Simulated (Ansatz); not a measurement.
Two G0W0 runs on Bi2Te3 (quintuple layer).

The cell holds 5 atoms: 3 Te and 2 Bi. Its edges and angles: a = 4.426 Å, b = 4.426 Å, c = 38.300 Å, α = 90.0°, β = 90.0°, γ = 120.0°. Vacuum lies along c.

```xyz
5
Lattice="4.4255 0.0000 0.0000 -2.2128 3.8326 0.0000 0.0000 0.0000 38.3000" Properties=species:S:1:pos:R:3
Te    0.0000    0.0000   19.1500
Bi    0.0000    2.5551   21.2116
Bi    2.2128    1.2775   17.0884
Te    2.2128    1.2775   22.9353
Te    0.0000    2.5551   15.3647
```

The structure was relaxed with PBE. The runs that relaxed it are not among those shown. Spin-orbit coupling is left out unless a run names it.

The first (Ansatz 0.2.0; start PBE, 6×6×1 mesh, 773 empty bands, screening to 65 eV, PAW set soft_1 files; 4 threads of Arm Neoverse V1, shared host) gave, on its mesh: starting gap 0.99 eV, G0W0 gap 1.41 eV, mean of 1 + 4πα/V (set by the cell height) 5.59, 16 min.

Question: The second changes empty bands from 773 to 359 and screening cutoff (eV) from 65.0 to 39.0. What does it give?

It gave: starting gap 0.99 eV, G0W0 gap 1.35 eV, mean of 1 + 4πα/V (set by the cell height) 5.78, 3.7 min. The G0W0 gap moves by −0.07 eV, +0.00 eV from the start and −0.07 eV from the correction. Σc changes by +0.25 eV at the valence top and +0.19 eV at the conduction bottom, and Σx − Vxc between them by +0.0001 eV.

Limits: not at the basis limit; coarse mesh for a sheet; no spin-orbit coupling.

[Paths, hosts, dates, memory and timing lines, banners, echoed tables and standing remarks are left out of the program output.]

[Logs are printed without paths, hosts, clocks, repeated set-up lines and the standing remarks that a program may print on its own settings, such as how far it seeks lower states.]

[Runs of the session that timed out or met a known fault of the program may be left out.]

[Cells called generated may have been cut or substituted from an entry of the Crystallography Open Database or the Materials Project.]

[Hosts, paths, dates, database ids (printed as entryN), source tags and the programs' standing remarks are cut or masked in the printed files.]
